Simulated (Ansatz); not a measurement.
The crystal is Na2CaMgP2O8 (P-3m1).

The structure is trigonal, space group P-3m1 (No. 164). Conventional cell: a = 5.309 Å, b = 5.309 Å, c = 7.237 Å, α = 90.00°, β = 90.00°, γ = 120.00°. Nearest to Na lie 7 O at 2.06 to 2.66 Å. Ca has 6 O at 2.30 Å nearest. Mg has 6 O at 2.54 Å nearest. Nearest to P lie 4 O at 1.50 to 1.56 Å. Nearest to O lie 1 P at 1.50 Å and 1 Na at 2.06 Å. O has 1 P at 1.56 Å and 1 Ca at 2.30 Å and 1 Mg at 2.54 Å and 2 Na at 2.66 Å nearest. Farther neighbours and most contacts between anions are not listed.

```cif
data_structure
_symmetry_space_group_name_H-M 'P 1'
_symmetry_Int_Tables_number 1
_cell_length_a 5.3090
_cell_length_b 5.3090
_cell_length_c 7.2370
_cell_angle_alpha 90.000
_cell_angle_beta 90.000
_cell_angle_gamma 120.000
_cell_volume 176.65
loop_
_atom_site_label
_atom_site_type_symbol
_atom_site_fract_x
_atom_site_fract_y
_atom_site_fract_z
_atom_site_occupancy
Na1 Na 0.33333 0.66667 0.70430 1
Na2 Na 0.66667 0.33333 0.29570 1
Ca3 Ca 0.00000 0.00000 0.50000 1
Mg4 Mg 0.00000 0.00000 0.00000 1
P5 P 0.33333 0.66667 0.19708 1
P6 P 0.66667 0.33333 0.80292 1
O7 O 0.33333 0.66667 0.98933 1
O8 O 0.66667 0.33333 0.01067 1
O9 O 0.17440 0.82560 0.27166 1
O10 O 0.17440 0.34879 0.27166 1
O11 O 0.65121 0.82560 0.27166 1
O12 O 0.82560 0.17440 0.72834 1
O13 O 0.34879 0.17440 0.72834 1
O14 O 0.82560 0.65121 0.72834 1
```

Geometry: measured cell, ions relaxed with LDA. The runs that relaxed it are not among those shown. PAW set soft_2, made with PBE.

Gaps computed with Ansatz 0.2.0 without a self-energy: LDA 3.03 eV, r2SCAN 3.90 eV, HSE06 4.86 eV and PBE0 5.61 eV.

Estimate the G0W0@LDA gap with 6×6×2 mesh, 811 empty bands, screening to 160 eV, default PAW files.

About 5.58 eV: on its mesh the run moves the gap from 3.03 eV by +2.56 eV. Among the scalar-relativistic levels given, PBE0 is nearest (+0.03 eV). Bands and cutoff are finite, so the gap is not at the basis limit. The miss can reach some tenths of an eV and take either sign; the mesh is an error of its own. The 6×6×2 mesh is coarse for this cell (its supercell is 14 Å along the shortest edge). The RPA ε∞ on it, from the LDA start, is 2.69 and 2.76; such meshes misread the long-range screening, most where the gap is narrow.

[Paths, hosts, dates, memory and timing lines, banners, echoed tables and standing remarks are left out of the program output.]

[Logs are printed without paths, hosts, clocks, repeated set-up lines and the standing remarks that a program may print on its own settings, such as how far it seeks lower states.]

[Runs of the session that timed out or met a known fault of the program may be left out.]

[Cells called generated may have been cut or substituted from an entry of the Crystallography Open Database or the Materials Project.]

[Hosts, paths, dates, database ids (printed as entryN), source tags and the programs' standing remarks are cut or masked in the printed files.]
